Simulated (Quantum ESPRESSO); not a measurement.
# E(q) of MnS (Browneite) from supercells, part 2 of 2

This program has no spiral boundary conditions, so spirals of MnS (Browneite) are built in supercells. What do they cost, in energy and in time?

Quantum ESPRESSO 7.5; LDA; plane waves with GBRV 1.5 LDA potentials, no spin-orbit coupling, flat spiral in a supercell.

So far: The starting structure; Parallel moments, one cell; One turn in 2 cells along the input cell's c; One turn in 3 cells along the input cell's c.

## Step 4: One turn in 3 cells along the input cell's c (continued)

Spin moment in the atom's sphere by atom:

```csv
atom,x (μB),y (μB),z (μB),size
Mn1,3.97,0.00,0.00,3.97
Mn2,-1.98,3.44,0.00,3.97
Mn3,-1.98,-3.44,0.00,3.97
S4,0.08,0.02,0.00,0.09
S5,-0.06,0.06,0.00,0.09
S6,-0.02,-0.08,0.00,0.09
```

Numbers from this step:

```yaml
smearing_term_ts: 0.004900 eV
magnetization: 0, 0, 0 μB
absolute_magnetization: 13.75 μB
final_state: non-collinear
```

## Step 5: One turn in 4 cells along the input cell's c

Neighbouring cells are turned by 90° in the xy plane; the cell holds 8 atoms.

The input, pw.in:

```
&CONTROL
  calculation = 'scf'
  prefix = 'pwscf'
  outdir = './tmp'
  pseudo_dir = './pseudo'
  disk_io = 'nowf'
/
&SYSTEM
  ibrav = 0
  nat = 8
  ntyp = 8
  ecutwfc = 34
  ecutrho = 238
  nbnd = 110
  occupations = 'smearing'
  smearing = 'fd'
  degauss = 0.00367493
  noncolin = .true.
  starting_magnetization(1) = 0.3
  angle1(1) = 90
  angle2(1) = 0
  starting_magnetization(2) = 0.3
  angle1(2) = 90
  angle2(2) = 90
  starting_magnetization(3) = 0.3
  angle1(3) = 90
  angle2(3) = 180
  starting_magnetization(4) = 0.3
  angle1(4) = 90
  angle2(4) = -90
  starting_magnetization(5) = 0
  starting_magnetization(6) = 0
  starting_magnetization(7) = 0
  starting_magnetization(8) = 0
/
&ELECTRONS
  conv_thr = 1.6d-08
  electron_maxstep = 150
  mixing_beta = 0.3
/
ATOMIC_SPECIES
Mn1    54.9380 mn_lda_v1.5.uspp.F.UPF
Mn2    54.9380 mn_lda_v1.5.uspp.F.UPF
Mn3    54.9380 mn_lda_v1.5.uspp.F.UPF
Mn4    54.9380 mn_lda_v1.5.uspp.F.UPF
S1     32.0600 s_lda_v1.4.uspp.F.UPF
S2     32.0600 s_lda_v1.4.uspp.F.UPF
S3     32.0600 s_lda_v1.4.uspp.F.UPF
S4     32.0600 s_lda_v1.4.uspp.F.UPF
CELL_PARAMETERS angstrom
   0.0000000000    2.8000000000    2.8000000000
   2.8000000000    0.0000000000    2.8000000000
  11.2000000000   11.2000000000    0.0000000000
ATOMIC_POSITIONS crystal
Mn1     0.0000000000    0.0000000000    0.0000000000
Mn2     0.0000000000    0.0000000000    0.2500000000
Mn3     0.0000000000    0.0000000000    0.5000000000
Mn4     0.0000000000    0.0000000000    0.7500000000
S1      0.2500000000    0.2500000000    0.0625000000
S2      0.2500000000    0.2500000000    0.3125000000
S3      0.2500000000    0.2500000000    0.5625000000
S4      0.2500000000    0.2500000000    0.8125000000
K_POINTS automatic
4 4 3 0 0 0
```

The run is started by

```sh
$ OMP_NUM_THREADS=1 mpirun -n 2 pw.x -nk 2 -in pw.in > pw.out
```

Log:

```text
     [... lines left out ...]
Program PWSCF v.7.5 starts
     [... lines left out ...]
     number of atoms/cell      =            8
     [... lines left out ...]
     number of electrons       =        84.00
     number of Kohn-Sham states=          110
     kinetic-energy cutoff     =      34.0000  Ry
     charge density cutoff     =     238.0000  Ry
     scf convergence threshold =      1.6E-08
     [... lines left out ...]
     Noncollinear calculation without spin-orbit
     [... lines left out ...]
     No symmetry found
     [... lines left out ...]
     number of k points=    48  Fermi-Dirac smearing, width (Ry)=  0.0037
     [... lines left out ...]
     iteration # 15     ecut=    34.00 Ry     beta= 0.30
     [... lines left out ...]
     atom number    1 relative position :    0.0000   0.0000   0.0000
     [... lines left out ...]
     magnetization :          3.997557   -0.000114    0.000002
     [... lines left out ...]
     atom number    2 relative position :    0.7071   0.7071   0.0000
[...]
magnetization :         -0.000180    3.997537   -0.000021
[...]
atom number    3 relative position :    1.4142   1.4142   0.0000
[...]
magnetization :         -3.997559   -0.000065   -0.000107
[...]
atom number    4 relative position :    2.1213   2.1213   0.0000
[...]
magnetization :          0.000123   -3.997537    0.000033
     [... lines left out ...]
     atom number    5 relative position :    0.3536   0.3536   0.3536
     [... lines left out ...]
     magnetization :          0.095771    0.029252   -0.000000
     [... lines left out ...]
     atom number    6 relative position :    1.0607   1.0607   0.3536
     [... lines left out ...]
     magnetization :         -0.029265    0.095782   -0.000001
     [... lines left out ...]
     atom number    7 relative position :    1.7678   1.7678   0.3536
     [... lines left out ...]
     magnetization :         -0.095771   -0.029257   -0.000002
     [... lines left out ...]
     atom number    8 relative position :    2.4749   2.4749   0.3536
     [... lines left out ...]
     magnetization :          0.029263   -0.095784    0.000001
     [... lines left out ...]
     the Fermi energy is     7.0474 ev
!    total energy              =    -941.22049205 Ry
     estimated scf accuracy    <          7.0E-09 Ry
     smearing contrib. (-TS)   =      -0.00165467 Ry
     [... lines left out ...]
     total magnetization       =    -0.00    -0.00    -0.00 Bohr mag/cell
     absolute magnetization    =    18.64 Bohr mag/cell
     convergence has been achieved in  15 iterations
```

The job ended after 16 min (2 MPI ranks of Intel Xeon Platinum 8375C at 2.90GHz (Ice Lake), shared host; peak memory 1.2 GiB; 31 min of CPU time).

This step gave:

```
smearing term TS       : 0.02251 eV
magnetization          : 0, 0, 0 μB
absolute magnetization : 18.64 μB
final state            : non-collinear
largest moment         : 3.998 μB
```

## Step 6: E(q)

Spirals:

```csv
q along the reciprocal vector,energy less that at q = 0 (meV a seeded atom),largest site moment (μB),typed angles kept,CPU time (s)
0,0,4.018,yes,157.6
0.25,-119.4,3.998,yes,1859
0.3333,-180.7,3.968,yes,1107
0.5,-240,3.93,yes,305.4
```

The energy less that at q = 0, self-consistent by path:

```csv
path (Å⁻¹),"energy less that at q = 0, self-consistent (meV a seeded atom)"
0.000,0
0.486,-119
0.648,-181
0.972,-240
```

## Step 7: Results

```json
{
 "lowest point": "q = 0.5 along c*, -240 meV a seeded atom",
 "highest point": "q = 0, 0 meV a seeded atom"
}
```

In words: The state at q = 0.5 lies 240 meV a seeded atom under the parallel one, with neighbouring cells opposed. The moment changes by 2.2 % between the spirals. The cell of 4 repeats took 12 times the CPU time of the single cell, though its mesh is shorter in proportion. Here c and c* are vectors of the cell in the input, which need not be the conventional cell, and only this direction was probed. The mesh is coarse, so differences of some ten meV can be noise in a metal. No Hubbard term acts here. In such compounds local and semilocal functionals without one often delocalise the d electrons, and can shrink or lose moments and miss the size, sign and order of the couplings. The cutoff lies under the 40 Ry that these files are usually run at.

[Logs and program files are shortened in this print: banners, set-up blocks, solver, clock and traceback lines can be left out without a mark of their own.]

[Logs are printed without paths, hosts, clocks, repeated set-up lines and the standing remarks that a program may print on its own settings, such as how far it seeks lower states.]

[Hosts, paths, dates, database ids (printed as entryN), source tags and the programs' standing remarks are cut or masked in the printed files.]

[Where a cell is said to come from a database of computed structures, the database is the Materials Project.]
